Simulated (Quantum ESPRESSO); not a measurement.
# Energy mapping worked by hand: KMnF3

Can a spin model with one coupling foretell the energy of a further order of KMnF3?

Calculated with Quantum ESPRESSO 7.5; LDA with U = 4 eV on Mn d (ortho-atomic projectors); plane waves with GBRV 1.5 LDA potentials, no spin-orbit coupling.

## Step 1: Starting point

The structure is cubic, space group Pm-3m (No. 221). The conventional cell has a = 4.189 Å, b = 4.189 Å, c = 4.189 Å, α = 90.00°, β = 90.00°, γ = 90.00°. Nearest to K lie 12 F at 2.96 Å. Nearest to Mn lie 6 F at 2.09 Å. Nearest to F lie 2 Mn at 2.09 Å and 4 K at 2.96 Å. Farther neighbours and most contacts between anions are not listed.

The cell comes from the Crystallography Open Database.

## Step 2: The parallel order

All energies count from this run.

pw.in

```
&CONTROL
  calculation = 'scf'
  prefix = 'pwscf'
  outdir = './tmp'
  pseudo_dir = './pseudo'
  disk_io = 'nowf'
/
&SYSTEM
  ibrav = 0
  celldm(1) = 8
  nat = 5
  ntyp = 3
  ecutwfc = 40
  ecutrho = 280
  nbnd = 34
  occupations = 'smearing'
  smearing = 'fd'
  degauss = 0.00367493
  nspin = 2
  starting_magnetization(1) = 0
  starting_magnetization(2) = 0.3
  starting_magnetization(3) = 0
/
&ELECTRONS
  conv_thr = 1d-08
  electron_maxstep = 150
  mixing_beta = 0.3
/
ATOMIC_SPECIES
K      39.0983 k_lda_v1.4.uspp.F.UPF
Mn     54.9380 mn_lda_v1.5.uspp.F.UPF
F      18.9984 f_lda_v1.4.uspp.F.UPF
CELL_PARAMETERS alat
   0.9895787067368    0.0000000000000    0.0000000000000
   0.0000000000000    0.9895787067368    0.0000000000000
   0.0000000000000    0.0000000000000    0.9895787067368
ATOMIC_POSITIONS crystal
K       0.5000000000    0.5000000000    0.5000000000
Mn      0.0000000000    0.0000000000    0.0000000000
F       0.5000000000    0.0000000000    0.0000000000
F       0.0000000000    0.5000000000    0.0000000000
F       0.0000000000    0.0000000000    0.5000000000
K_POINTS automatic
6 6 6 0 0 0
HUBBARD {ortho-atomic}
U Mn-3d 4.0000
```

On the command line:

```console
$ OMP_NUM_THREADS=1 mpirun -n 4 pw.x -nk 4 -in pw.in > pw.out
```

Output:

```text
Program PWSCF v.7.5 starts
     [... lines left out ...]
     number of atoms/cell      =            5
     [... lines left out ...]
     number of electrons       =        45.00
     number of Kohn-Sham states=           34
     kinetic-energy cutoff     =      40.0000  Ry
     charge density cutoff     =     280.0000  Ry
     scf convergence threshold =      1.0E-08
     [... lines left out ...]
     48 Sym. Ops., with inversion, found
     [... lines left out ...]
     number of k points=    20  Fermi-Dirac smearing, width (Ry)=  0.0037
     [... lines left out ...]
     iteration # 11     ecut=    40.00 Ry     beta= 0.30
     [... lines left out ...]
     Magnetic moment per site  (integrated on atomic sphere of radius R)
     atom   1 (R=0.289)  charge=  7.6992  magn=  0.0002
     atom   2 (R=0.204)  charge= 12.3225  magn=  4.2033
     atom   3 (R=0.204)  charge=  6.6586  magn=  0.0606
     atom   4 (R=0.204)  charge=  6.6586  magn=  0.0606
     atom   5 (R=0.204)  charge=  6.6586  magn=  0.0606
     [... lines left out ...]
     Tr[ns(  2)] (up, down, total) =   4.98515  0.22726  5.21241
     [... lines left out ...]
     the Fermi energy is     7.0141 ev
!    total energy              =    -414.20192665 Ry
     estimated scf accuracy    <          1.2E-09 Ry
     smearing contrib. (-TS)   =      -0.00000000 Ry
     [... lines left out ...]
     total magnetization       =     5.00 Bohr mag/cell
     absolute magnetization    =     5.00 Bohr mag/cell
     convergence has been achieved in  11 iterations
   JOB DONE.
```

Wall time 10 s (4 MPI ranks of AMD EPYC 9R14 (Zen 4), shared host); peak memory 0.49 GiB; 39 s of CPU time.

Spin moment in the atom's sphere by atom:

```csv
atom,spin moment in the atom's sphere (μB)
K1,0.00
Mn2,4.20
F3,0.06
F4,0.06
F5,0.06
```

Numbers from this step:

```
smearing term TS       : 9.85e-12 eV
magnetization          : 5 μB
absolute magnetization : 5.003 μB
final state            : ferromagnetic
```

## Step 3: The orders used for the fit

The other orders were run with the same settings, on meshes that hold the same points. Free energies are divided by the number of Mn atoms; q is in fractions of the reciprocal vectors of the first run's cell.

```csv
order,atoms,mesh,free energy (eV),eV per Mn,largest moment (μB)
F +,5,6×6×6,-5635.5043,-5635.5043,4.20
"AF q=(0,1/2,1/2) +-",10,6×3×6,-11271.0593,-5635.5296,4.19
```

## Step 4: Counting neighbours

With E = −Σ J e_i·e_j over ordered pairs of unit vectors, turning a neighbour from parallel to opposed costs 2J a Mn atom. So an order lies 2 Σ n J over the parallel one, n being the opposed neighbours in each shell.

```csv
shell,distance (Å),neighbours,"opposed in AF q=(0,1/2,1/2) +-","opposed in AF q=(1/2,1/2,1/2) +-"
J1,4.19,6,4,6
J2,5.92,12,8,0
```

Only J1 is kept, as an effective coupling that takes up all reversed shells.

## Step 5: Solving

```
2 × 4 × J1 = -25.3 meV    (AF q=(0,1/2,1/2) +-)
J1 = -3.16 meV
```

## Step 6: The test

The couplings now give the orders that were left out:

```
2 × 6 × (-3.16) = -37.9 meV    (AF q=(1/2,1/2,1/2) +-)
```

The runs themselves:

```csv
order,atoms,mesh,free energy (eV),eV per Mn,largest moment (μB),over the parallel order (meV),foretold (meV)
"AF q=(1/2,1/2,1/2) +-",10,3×6×6,-11271.0815,-5635.5408,4.18,-36.4,-37.9
```

## Step 7: Mean-field temperature

```
gain of AF q=(1/2,1/2,1/2) +- over disorder = (6 − 2 × 6) × (-3.16) = 19.0 meV
T = 2 × 19.0 / (3 × 0.08617) = 147 K
```

## Step 8: Outcome

```json
{
 "effective J1 (Mn–Mn at 4.19 Å)": "-3.16 meV",
 "largest miss on the orders left out": "1.5 meV",
 "mean-field ordering temperature": "147 K"
}
```

**Reading.** The model misses the order left out by 1.5 meV, 4.2 % of the largest energy difference, so it holds on this test. The largest moment changes by 0.58 % between the orders. Shells that were dropped are folded into the couplings or show in the miss. Mean field overstates the temperature of the model, and classical spins understate it for small quantum spins, by up to the factor (S+1)/S.

[Logs and program files are shortened in this print: banners, set-up blocks, solver, clock and traceback lines can be left out without a mark of their own.]

[Logs are printed without paths, hosts, clocks, repeated set-up lines and the standing remarks that a program may print on its own settings, such as how far it seeks lower states.]

[Hosts, paths, dates, database ids (printed as entryN), source tags and the programs' standing remarks are cut or masked in the printed files.]

[Where a cell is said to come from a database of computed structures, the database is the Materials Project.]
